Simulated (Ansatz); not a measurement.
**Al(111) film, 1 layer, flat: channels in plane against thickness**

Aim: the ballistic channels of flat films against thickness, first Al(111) film, 1 layer, flat.

Program: Ansatz 0.2.0. Level of theory: Ansatz plane-wave DFT, PBE, PAW files; ballistic transport by layer matching (Landauer), zero bias; PAW set soft_1. Results are calculated unless marked as measured.

## 1. Starting point

The cell holds 2 atoms: 2 Al. Cell: a = 11.000 Å, b = 2.862 Å, c = 4.958 Å, α = 90.0°, β = 90.0°, γ = 90.0°. It derives from Al. Vacuum lies along a. The structure's axis is c.

## 2. With 1 layer

Vacuum lies along the first vector, which takes one k-point, and the current runs in the film's plane. One period is a perfect wire, so its channels are the result. Energies from -0.27 to 0.27 eV in steps of 0.036 eV cover the slope of the Fermi function at 300 K, so the program can form a conductance.

The input, input.yaml:

```yaml
crystal:
  lattice:
    - [11.0, 0.0, 0.0]
    - [0.0, 2.862347037, 0.0]
    - [0.0, 0.0, 4.957730497]
  atoms:
    - { symbol: Al, position: [0.4090909091, 0.0, 0.0] }
    - { symbol: Al, position: [0.4090909091, 0.5, 0.5] }
kpoints:
  mp_grid: { grid: [1, 14, 9] }
hamiltonian:
  xc: pbe
  pseudopotentials: { kind: paw, azcp: { folder: soft_1 } }
scf:
  occupations: { method: fermi_dirac, width: 0.1 }
output:
  transmission:
    leads: [[0, 0]]
    kmesh: [1, 32]
    e_range: [-0.27, 0.27]
    de: 0.036
```

Started as:

```console
$ ansatz run input.yaml --threads 4 --pin off --max-ram 15360MiB --backend cpu --events-out ev --progress --plain --runs-dir out
```

Numbers of over 12 decimals in the logs are rounded to 6 here.

The log of the run:

```text
Engine: ansatz 0.2.0, aarch64-unknown-linux-gnu
Pseudopotentials: kind: paw
Pseudopotential: Al, paw, valence charge 3, recommended cutoff 420 eV (normal), soft_1/Al.paw.azcp
Functional definition: PBE
  parameter kappa = 0.804
  parameter beta = 0.066725
  exchange = pbe_x(kappa = kappa, mu = beta*pi^2/3)
  correlation = pbe_c(beta = beta)
Crystal: 2 atoms, lattice volume = 156.098 Å³
Basis set: ecut = 420 eV, 3089 PW (Γ)
Bands: 7, of which v1, the nominal top of the filled ones, is band 3 counted from 1 (2 counted from 0)
Symmetry: 16 space group operations
Space group: P6/mmm (ITA 191), of the structure as read, at distance tolerance 5.4e-5 Å
k-points: 40 of 126
Non-local potential: Al, projectors of the file, l = 0: 2, l = 1: 2, l = 2: 1
PAW form: soft (Blöchl's): semilocal exchange-correlation on the pseudo side does not see the compensation charge
PAW one-centre angular grid: Al, 110 points (default); XC on 64 Gauss nodes
Initial density: superposition of atomic densities (neutral atoms: chi_scale 0, normalization atom)
Initial wavefunctions: pseudopotential atomic-orbital guess
Functional: x = pbe(κ = 0.804, μ = 0.219515), c = pbe(β = 0.066725)
SCF iter   1: F=—  HF=-1073.654585 eV  |F-HF|=—  |Δ(HF+E_count)|=         —  Δρ=1.42e-2  dr2=6.79e-1  ethr=3.10e-3  ⟨swp⟩=7.8  Hψ=2884  notcnv=0
preconditioner: auto → LDOS  [metal: Δε(μ)=0.183 eV  Ē_g=6.551 eV  σ=0.100 eV  W_gap=0.37  n_scr=10 (ndim 8)  ℏωp=7.3 eV  f_vac=0.441  D(μ)=1.14/eV (n_scr^D=4)  β→1.0]
SCF iter   2: F=—  HF=-1073.410744 eV  |F-HF|=—  |Δ(HF+E_count)|=   2.44e-1  Δρ=3.47e-3  dr2=1.21e-2  ethr=3.10e-3  ⟨swp⟩=2.8  Hψ=859  notcnv=0
SCF iter   3: F=—  HF=-1073.431546 eV  |F-HF|=—  |Δ(HF+E_count)|=   2.08e-2  Δρ=5.58e-4  dr2=1.17e-3  ethr=2.02e-4  ⟨swp⟩=2.8  Hψ=552  notcnv=0
SCF iter   4: F=—  HF=-1073.431994 eV  |F-HF|=—  |Δ(HF+E_count)|=   4.48e-4  Δρ=9.52e-5  dr2=1.87e-5  ethr=1.94e-5  ⟨swp⟩=2.5  Hψ=410  notcnv=0
SCF iter   5: F=—  HF=-1073.432013 eV  |F-HF|=—  |Δ(HF+E_count)|=   1.85e-5  Δρ=1.09e-5  dr2=3.77e-7  ethr=3.12e-7  ⟨swp⟩=2.8  Hψ=432  notcnv=0
SCF iter   6: F=-1073.432013 eV  HF=-1073.432013 eV  |F-HF|=8.67e-9  |Δ(HF+E_count)|=   9.63e-8  Δρ=1.96e-6  dr2=4.70e-9  ethr=1.67e-9  ⟨swp⟩=4.5  Hψ=1362  notcnv=0
SCF 1 converged in 6 iterations: F = -1073.432013 eV  dr2 = 4.70e-9
  greatest PAW one-centre occupation: 0.479 electrons in one spin orbital (limit 2), on the Al atom at site 1 (counted from 0), in its partial waves of l = 0
transmission: 14 of 119 steps passed
transmission: 28 of 119 steps passed
[...]
transmission: 119 of 119 steps passed
SCF converged after 6 iterations
Free energy (F): -1073.432013 eV
Harris-Foulkes:  -1073.432013 eV  (|F-HF|=8.67e-9)
Internal energy: -1073.390076 eV  (E = F + TS)
E sigma→0 (E₀):  -1073.411045 eV
Entropy (-TS):   -0.041936 eV (-20.968 meV/atom)
Fermi energy:    -1.598781 eV
--- Per-component energies (eV) ---
  E_band       = -29.900568
  E_kinetic    = 37.735073
  E_local      = -254.489399  (includes V_loc(G=0)·N_el)
  E_nonlocal   = 20.321527
  E_hartree    = 112.775038
  E_xc         = -70.852447
  E_vxc        = -52.238904  (∫ρ·V_xc dr)
  E_paw        = -938.508615  (= ΣΔE_a)
  E_vpaw       = -6.778874  (= ΣTr[D̂ρ^β])
  E_aug_tail   = -0.000004  (compensation charges beyond the density's cutoff)
  E_ewald      = 19.628751
  E_smearing   = -0.041936  (= −TS)
  E_closure    = -0.000000  (closes the sum)
  Σ components = -1073.432013   (vs F -1073.432013, Δ=0.00e0)
--- Band table (eV; the first three rows and the last of 40) ---
  k-point 0: bands = ["-9.5547", "-3.9172", "-3.4349", "-3.1875", "1.2737", "1.9919", "3.2550"]
  k-point 1: bands = ["-9.4806", "-4.9090", "-3.1163", "-2.3153", "1.2659", "1.3476", "3.5131"]
  k-point 2: bands = ["-9.2583", "-5.9756", "-2.9027", "-0.8673", "0.2660", "1.5683", "3.7356"]
  k-point 39: bands = ["-4.0593", "-4.0593", "-3.2582", "-3.2582", "1.9322", "1.9322", "3.3492"]
--- Transmission ---
  basis      : 273 plane waves across, 7 finite elements along
  points     : 17, standing for a mesh of 1 x 32
  filling    : by the input's occupations and mesh, since the crystals that have channels conduct as metals do. If one of these is a semiconductor, that mesh has misplaced its level
  energies   : 16 from -0.270000 to 0.270000 eV about the Fermi level, 0.036000 eV apart; the leads are filled to 0.000000 eV, and channels, transmission and decay are at 0.018000 eV
  crystal 0  : Al2, at the sites [0, 0], period 4.9577 Å: whole cells are its period
    offset         : up to 0.0000 Å between an atom of the period and one for which it stands
    filled         : 34.3 meV under the level at which it is neutral
    channels       : 1.875000e0 a spin
    conductance    : 4.5832e14 S/m² at 300 K; may be off by some 0.0 % by where its bands' edges are placed, 7.4 % from the k-mesh, 0.8 % from the distance to neutral
```

Wall time 2.4 min (4 threads of Arm Neoverse N1, shared host); peak memory 0.91 GiB.

The column dr2 measures how far the density is from self-consistency, as an energy; F and HF (Harris–Foulkes) agree once it is small.

This step gave:

- free energy: -1073.4320 eV
- energy at zero smearing: -1073.4110 eV
- Fermi energy: -1.599 eV
- cell area: 31.49 Å²
- estimated errors of the lead's conductance: 0, 7.4, 0.8 % (band edges, k-mesh, distance from neutral)
- lead conductance per cell: 1.862 G₀

Per spin. Table of open channels, zone mean, lead by energy, zero at the Fermi level:

| energy (eV) | open channels, zone mean, lead |
| --- | --- |
| -0.270 | 1.81 |
| -0.234 | 1.81 |
| -0.198 | 1.88 |
| -0.162 | 1.88 |
| -0.126 | 1.88 |
| -0.090 | 1.88 |
| -0.054 | 1.88 |
| -0.018 | 1.88 |
| 0.018 | 1.88 |
| 0.054 | 1.81 |
| 0.090 | 1.81 |
| 0.126 | 1.88 |
| 0.162 | 1.88 |
| 0.198 | 1.88 |
| 0.234 | 1.88 |
| 0.270 | 1.88 |

The program's largest error estimate for it is 7.4 %, from the k-mesh.

## 3. With 2 layers, thickness 4.674 A

The film grows to 2 layers.

System of this step: Al(111) film, 2 layers, flat. The cell holds 4 atoms: 4 Al. Its edges and angles: a = 13.337 Å, b = 2.862 Å, c = 4.958 Å, α = 90.0°, β = 90.0°, γ = 90.0°. It derives from Al. Vacuum lies along a. The structure's axis is c.

input.yaml, the sections that differ from step 2:

```yaml
crystal:
  lattice:
    - [13.3370965692, 0.0, 0.0]
    - [0.0, 2.862347037, 0.0]
    - [0.0, 0.0, 4.957730497]
  atoms:
    - { symbol: Al, position: [0.33740477, 0.0, 0.0] }
    - { symbol: Al, position: [0.33740477, 0.5, 0.5] }
    - { symbol: Al, position: [0.5126375545, 0.0, 0.3333333333] }
    - { symbol: Al, position: [0.5126375545, 0.5, 0.8333333333] }
# kpoints, hamiltonian, scf, output: as in step 2
```

The log of the run:

```text
[...]
Crystal: 4 atoms, lattice volume = 189.263 Å³
Basis set: ecut = 420 eV, 3721 PW (Γ)
Bands: 10, of which v1, the nominal top of the filled ones, is band 6 counted from 1 (5 counted from 0)
Symmetry: 8 space group operations
[...]
k-points: 40 of 126
[...]
Fermi energy:    0.107980 eV
[...]
--- Band table (eV; the first three rows and the last of 40) ---
[...]
--- Transmission ---
  basis      : 333 plane waves across, 7 finite elements along
  points     : 17, standing for a mesh of 1 x 32
[...]
crystal 0  : Al4, at the sites [0, 0], period 4.9577 Å: whole cells are its period
[...]
filled         : 25.5 meV over the level at which it is neutral
    channels       : 3.156250e0 a spin
[...]
[key lines of the parts left out:]
SCF converged after 7 iterations
Free energy (F): -2148.611351 eV
```

It took 5.2 min on 4 threads; peak memory 1.3 GiB.

Numbers from this step:

```
free energy                                : -2148.6114 eV
energy at zero smearing                    : -2148.5816 eV
Fermi energy                               : 0.1080 eV
cell area                                  : 38.18 Å²
estimated errors of the lead's conductance : 0, 8.3, 2.5 % (band edges, k-mesh, distance from neutral)
lead conductance per cell                  : 3.220 G₀
```

Per spin. Open channels, zone mean, lead against energy, zero at the Fermi level:

| energy (eV) | open channels, zone mean, lead |
| --- | --- |
| -0.270 | 2.84 |
| -0.234 | 2.91 |
| -0.198 | 2.97 |
| -0.162 | 3.09 |
| -0.126 | 3.16 |
| -0.090 | 3.28 |
| -0.054 | 3.41 |
| -0.018 | 3.34 |
| 0.018 | 3.16 |
| 0.054 | 2.91 |
| 0.090 | 2.78 |
| 0.126 | 2.66 |
| 0.162 | 2.47 |
| 0.198 | 2.41 |
| 0.234 | 2.28 |
| 0.270 | 2.16 |

The lead conductance per cell is 3.22 G₀, 1.7 times the 1.86 G₀ of the last finished run.

## 4. With 3 layers, thickness 7.011 A

The film grows to 3 layers.

System of this step: Al(111) film, 3 layers, flat. The cell holds 6 atoms: 6 Al. Its edges and angles: a = 15.674 Å, b = 2.862 Å, c = 4.958 Å, α = 90.0°, β = 90.0°, γ = 90.0°. It derives from Al. Vacuum lies along a. The structure's axis is c.

input.yaml, the sections that differ from step 3:

```yaml
crystal:
  lattice:
    - [15.6741931383, 0.0, 0.0]
    - [0.0, 2.862347037, 0.0]
    - [0.0, 0.0, 4.957730497]
  atoms:
    - { symbol: Al, position: [0.2870961178, 0.0, 0.0] }
    - { symbol: Al, position: [0.2870961178, 0.5, 0.5] }
    - { symbol: Al, position: [0.4362008627, 0.0, 0.3333333333] }
    - { symbol: Al, position: [0.4362008627, 0.5, 0.8333333333] }
    - { symbol: Al, position: [0.5853056076, 0.0, 0.6666666667] }
    - { symbol: Al, position: [0.5853056076, 0.5, 0.1666666667] }
# kpoints, hamiltonian, scf, output: as in step 3
```

The log of the run:

```text
[...]
Crystal: 6 atoms, lattice volume = 222.428 Å³
Basis set: ecut = 420 eV, 4373 PW (Γ)
Bands: 15, of which v1, the nominal top of the filled ones, is band 9 counted from 1 (8 counted from 0)
Symmetry: 8 space group operations
[...]
k-points: 40 of 126
[...]
k-point 39: bands = [... 5 lower, -1.9506, -1.1369, -1.1369, 0.7893, 0.7893, 1.4350, 1.4350, 3.7121, ... 2 higher]
--- Transmission ---
  basis      : 389 plane waves across, 7 finite elements along
  points     : 17, standing for a mesh of 1 x 32
[...]
crystal 0  : Al6, at the sites [0, 0], period 4.9577 Å: whole cells are its period
[...]
filled         : 18.3 meV over the level at which it is neutral
    channels       : 3.812500e0 a spin
[...]
[key lines of the parts left out:]
SCF converged after 7 iterations
Free energy (F): -3223.637284 eV
Fermi energy:    1.482656 eV
```

Elapsed: 11 min, on 4 threads; peak memory 1.8 GiB.

Numbers from this step:

- free energy: -3223.6373 eV
- energy at zero smearing: -3223.5911 eV
- Fermi energy: 1.483 eV
- cell area: 44.86 Å²
- estimated errors of the lead's conductance: 0, 19.7, 0.3 % (band edges, k-mesh, distance from neutral)
- lead conductance per cell: 3.595 G₀

Per spin. The open channels, zone mean, lead by energy, zero at the Fermi level:

| energy (eV) | open channels, zone mean, lead |
| --- | --- |
| -0.270 | 2.94 |
| -0.234 | 3 |
| -0.198 | 3.62 |
| -0.162 | 3.62 |
| -0.126 | 3.31 |
| -0.090 | 3.38 |
| -0.054 | 3.31 |
| -0.018 | 3.56 |
| 0.018 | 3.81 |
| 0.054 | 3.38 |
| 0.090 | 3.44 |
| 0.126 | 3.06 |
| 0.162 | 3.31 |
| 0.198 | 3.19 |
| 0.234 | 3.31 |
| 0.270 | 3.44 |

The lead conductance per cell is 3.59 G₀, 12 % over the 3.22 G₀ of the last finished run, within the error estimates, leads' steps apart, of 8.3 and 20 %.

## 5. With 4 layers, thickness 9.348 A

The film grows to 4 layers.

System of this step: Al(111) film, 4 layers, flat. The cell holds 8 atoms: 8 Al. Its edges and angles: a = 18.011 Å, b = 2.862 Å, c = 4.958 Å, α = 90.0°, β = 90.0°, γ = 90.0°. It derives from Al. Vacuum lies along a. The structure's axis is c.

input.yaml, the sections that differ from step 4:

```yaml
crystal:
  lattice:
    - [18.0112897075, 0.0, 0.0]
    - [0.0, 2.862347037, 0.0]
    - [0.0, 0.0, 4.957730497]
  atoms:
    - { symbol: Al, position: [0.2498432968, 0.0, 0.0] }
    - { symbol: Al, position: [0.2498432968, 0.5, 0.5] }
    - { symbol: Al, position: [0.3796006105, 0.0, 0.3333333333] }
    - { symbol: Al, position: [0.3796006105, 0.5, 0.8333333333] }
    - { symbol: Al, position: [0.5093579242, 0.0, 0.6666666667] }
    - { symbol: Al, position: [0.5093579242, 0.5, 0.1666666667] }
    - { symbol: Al, position: [0.639115238, 0.0, 0.0] }
    - { symbol: Al, position: [0.639115238, 0.5, 0.5] }
# kpoints, hamiltonian, scf, output: as in step 4
```

The log of the run:

```text
[...]
Crystal: 8 atoms, lattice volume = 255.594 Å³
Basis set: ecut = 420 eV, 5037 PW (Γ)
Bands: 20, of which v1, the nominal top of the filled ones, is band 12 counted from 1 (11 counted from 0)
Symmetry: 8 space group operations
[...]
k-points: 40 of 126
[...]
k-point 39: bands = [... 8 lower, -0.3931, -0.3931, 0.4389, 0.4389, 1.9251, 1.9251, 2.5543, 2.5543, ... 4 higher]
--- Transmission ---
  basis      : 449 plane waves across, 7 finite elements along
  points     : 17, standing for a mesh of 1 x 32
[...]
crystal 0  : Al8, at the sites [0, 0], period 4.9577 Å: whole cells are its period
[...]
filled         : 7.4 meV under the level at which it is neutral
    channels       : 4.593750e0 a spin
[...]
[key lines of the parts left out:]
SCF converged after 8 iterations
Free energy (F): -4298.577522 eV
Fermi energy:    2.220998 eV
```

Wall time 17 min (4 threads); peak memory 2.3 GiB; 66 min of CPU time.

This step gave:

```
free energy                                : -4298.5775 eV
energy at zero smearing                    : -4298.5143 eV
Fermi energy                               : 2.221 eV
cell area                                  : 51.55 Å²
estimated errors of the lead's conductance : 0, 16.4, 0.4 % (band edges, k-mesh, distance from neutral)
lead conductance per cell                  : 4.540 G₀
```

Per spin. Open channels, zone mean, lead against energy, zero at the Fermi level:

| energy (eV) | open channels, zone mean, lead |
| --- | --- |
| -0.270 | 4.19 |
| -0.234 | 4.5 |
| -0.198 | 4.38 |
| -0.162 | 4.25 |
| -0.126 | 4.44 |
| -0.090 | 4.69 |
| -0.054 | 4.41 |
| -0.018 | 4.47 |
| 0.018 | 4.59 |
| 0.054 | 4.53 |
| 0.090 | 5.09 |
| 0.126 | 5.06 |
| 0.162 | 4.88 |
| 0.198 | 4.88 |
| 0.234 | 4.88 |
| 0.270 | 4.56 |

The lead conductance per cell is 4.54 G₀, 26 % over the 3.59 G₀ of the last finished run, no more than the error estimates, leads' steps apart, of 20 and 16 % together.

## 6. With 5 layers, thickness 11.685 A

The film grows to 5 layers.

System of this step: Al(111) film, 5 layers, flat. The cell holds 10 atoms: 10 Al. Cell: a = 20.348 Å, b = 2.862 Å, c = 4.958 Å, α = 90.0°, β = 90.0°, γ = 90.0°. It derives from Al. Vacuum lies along a. The structure's axis is c.

input.yaml, the sections that differ from step 5:

```yaml
crystal:
  lattice:
    - [20.3483862767, 0.0, 0.0]
    - [0.0, 2.862347037, 0.0]
    - [0.0, 0.0, 4.957730497]
  atoms:
    - { symbol: Al, position: [0.2211477578, 0.0, 0.0] }
    - { symbol: Al, position: [0.2211477578, 0.5, 0.5] }
    - { symbol: Al, position: [0.3360019058, 0.0, 0.3333333333] }
    - { symbol: Al, position: [0.3360019058, 0.5, 0.8333333333] }
    - { symbol: Al, position: [0.4508560538, 0.0, 0.6666666667] }
    - { symbol: Al, position: [0.4508560538, 0.5, 0.1666666667] }
    - { symbol: Al, position: [0.5657102018, 0.0, 0.0] }
    - { symbol: Al, position: [0.5657102018, 0.5, 0.5] }
    - { symbol: Al, position: [0.6805643498, 0.0, 0.3333333333] }
    - { symbol: Al, position: [0.6805643498, 0.5, 0.8333333333] }
# kpoints, hamiltonian, scf, output: as in step 5
```

The log of the run:

```text
[...]
Crystal: 10 atoms, lattice volume = 288.759 Å³
Basis set: ecut = 420 eV, 5665 PW (Γ)
Bands: 25, of which v1, the nominal top of the filled ones, is band 15 counted from 1 (14 counted from 0)
Symmetry: 8 space group operations
[...]
k-points: 40 of 126
[...]
k-point 39: bands = [... 11 lower, -0.0874, 0.8687, 0.8687, 1.5931, 1.5931, 2.7911, 2.7911, 3.3965, ... 6 higher]
--- Transmission ---
  basis      : 505 plane waves across, 7 finite elements along
  points     : 17, standing for a mesh of 1 x 32
[...]
crystal 0  : Al10, at the sites [0, 0], period 4.9577 Å: whole cells are its period
[...]
filled         : 7.9 meV over the level at which it is neutral
    channels       : 6.156250e0 a spin
[...]
[key lines of the parts left out:]
SCF converged after 8 iterations
Free energy (F): -5373.600301 eV
Fermi energy:    2.835984 eV
```

It took 26 min on 4 threads; peak memory 2.9 GiB; 1.7 h of CPU time.

This step gave:

* free energy: -5373.6003 eV
* energy at zero smearing: -5373.5232 eV
* Fermi energy: 2.836 eV
* cell area: 58.24 Å²
* estimated errors of the lead's conductance: 0, 10.8, 0.1 % (band edges, k-mesh, distance from neutral)
* lead conductance per cell: 6.114 G₀

Per spin. Open channels, zone mean, lead against energy, zero at the Fermi level:

| energy (eV) | open channels, zone mean, lead |
| --- | --- |
| -0.270 | 5.47 |
| -0.234 | 5.78 |
| -0.198 | 5.53 |
| -0.162 | 5.47 |
| -0.126 | 5.59 |
| -0.090 | 6.09 |
| -0.054 | 6.28 |
| -0.018 | 6.03 |
| 0.018 | 6.16 |
| 0.054 | 6.16 |
| 0.090 | 6.16 |
| 0.126 | 6.16 |
| 0.162 | 6.16 |
| 0.198 | 6.47 |
| 0.234 | 6.38 |
| 0.270 | 5.94 |

The lead conductance per cell is 6.11 G₀, 35 % over the 4.54 G₀ of the last finished run.

## 7. All levels side by side

Times are for 4 threads of Arm Neoverse N1, shared host. The series side by side:

| no. | layers | lead conductance per cell (G₀) | time | memory (GiB) |
| --- | --- | --- | --- | --- |
| 1 | 1 | 1.862 | 2.4 min | 0.91 |
| 2 | 2 | 3.220 | 5.2 min | 1.3 |
| 3 | 3 | 3.595 | 11 min | 1.8 |
| 4 | 4 | 4.540 | 17 min | 2.3 |
| 5 | 5 | 6.114 | 26 min | 2.9 |

The runs together. The open channels, zone mean by energy, zero at the Fermi level:

| energy (eV) | 1 | 2 | 3 | 4 | 5 |
| --- | --- | --- | --- | --- | --- |
| -0.270 | 1.81 | 2.84 | 2.94 | 4.19 | 5.47 |
| -0.234 | 1.81 | 2.91 | 3 | 4.5 | 5.78 |
| -0.198 | 1.88 | 2.97 | 3.62 | 4.38 | 5.53 |
| -0.162 | 1.88 | 3.09 | 3.62 | 4.25 | 5.47 |
| -0.126 | 1.88 | 3.16 | 3.31 | 4.44 | 5.59 |
| -0.090 | 1.88 | 3.28 | 3.38 | 4.69 | 6.09 |
| -0.054 | 1.88 | 3.41 | 3.31 | 4.41 | 6.28 |
| -0.018 | 1.88 | 3.34 | 3.56 | 4.47 | 6.03 |
| 0.018 | 1.88 | 3.16 | 3.81 | 4.59 | 6.16 |
| 0.054 | 1.81 | 2.91 | 3.38 | 4.53 | 6.16 |
| 0.090 | 1.81 | 2.78 | 3.44 | 5.09 | 6.16 |
| 0.126 | 1.88 | 2.66 | 3.06 | 5.06 | 6.16 |
| 0.162 | 1.88 | 2.47 | 3.31 | 4.88 | 6.16 |
| 0.198 | 1.88 | 2.41 | 3.19 | 4.88 | 6.47 |
| 0.234 | 1.88 | 2.28 | 3.31 | 4.88 | 6.38 |
| 0.270 | 1.88 | 2.16 | 3.44 | 4.56 | 5.94 |

## 8. Outcome

* conductance per cell, 1 layer: 1.86 G₀
* conductance per cell, 2 layers: 3.22 G₀
* conductance per cell, 3 layers: 3.59 G₀
* conductance per cell, 4 layers: 4.54 G₀
* conductance per cell, 5 layers: 6.11 G₀

**Reading.** The conductance per cell width goes from 1.86 G0 at 1 to 6.11 G0 at 5 layers. Over the film's own cross-section (layers × spacing × width) the conductance runs from 2.2 to 1.4×10¹⁵ S/m²; that nominal section leaves out the charge that spills into the vacuum, which flatters the thinnest films. The gains from one thickness to the next are 1.4, 0.37, 0.95 and 1.6 G0 per added layer; their spread isn't beyond the error estimates. The film repeats perfectly along the current, so nothing scatters; its faces are clean and not relaxed. The program's error estimates for the conductances, leads' steps apart, run from 7.4 to 20 %.

[Logs are printed without paths, hosts, clocks, repeated set-up lines and the standing remarks that a program may print on its own settings, such as how far it seeks lower states.]

[Hosts, paths, dates, database ids (printed as entryN), source tags and the programs' standing remarks are cut or masked in the printed files.]
